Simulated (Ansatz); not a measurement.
# Zn3CdS4 (Cd on 25 % of the Zn sites, one arrangement): which shell does photoemission see at 21.2 and 100 eV? (LDA, PAW set soft_1)

The valence band of Zn3CdS4 (Cd on 25 % of the Zn sites, one arrangement) mixes several shells. Work out by hand which one leads the spectrum's area at each photon energy.

Filled states come from the projected DOS of Ansatz 0.2.0 (LDA, plane waves); cross sections σ and asymmetry parameters β are those of free atoms in a Dirac–Hartree–Slater calculation. A shell's area is states × σ × angular factor, which is 1 − β·P₂(cos θ)/2 for unpolarised light, with θ = 54.7° from the beam and P₂ = 0.001.

**At 21.2 eV** (states counted from 10.9 eV below the zero; other shells add 0.27 to the products' sum of 87.3):

```
shell  filled states a cell  cross section (Mb an electron)      β  angular factor  product  share by hand (%)  share in the simulated spectrum (%)
Zn 3d                 59.33                           0.394   0.01            1.00     23.4                 27                                   27
Cd 4d                 19.58                           0.964  -0.11            1.00     18.9                 22                                   22
 S 3p                 41.49                            1.08   1.85            1.00     44.7                 51                                   51
```

**At 100 eV** (states counted from 14.7 eV below the zero; other shells add 1.9 to the products' sum of 55.7):

| shell | filled states a cell | cross section (Mb an electron) | β | angular factor | product | share by hand (%) | share in the simulated spectrum (%) |
| --- | --- | --- | --- | --- | --- | --- | --- |
| Zn 3d | 59.88 | 0.781 | 0.57 | 1.00 | 46.8 | 84 | 84 |
| Cd 4d | 19.95 | 0.0864 | 2.00 | 1.00 | 1.72 | 3 | 3 |
| S 3p | 41.56 | 0.128 | 1.47 | 1.00 | 5.31 | 10 | 10 |

S 3p leads at 21.2 eV and Zn 3d at 100 eV. Between the two energies σ of S 3p changes by a factor 0.12 and that of Zn 3d by 2.0, so their ratio moves 17-fold in favour of the second. The simulated spectrum uses the same rule on the energy-resolved DOS, so the two share columns agree within a few points.

Only crystals where the two columns agree within 4 points and the lead is clear are worked in this form. Free-atom cross sections ignore the solid's final states, no escape depth or background enters, and the count of states a shell hangs on the projection.

[Logs are printed without paths, hosts, clocks, repeated set-up lines and the standing remarks that a program may print on its own settings, such as how far it seeks lower states.]
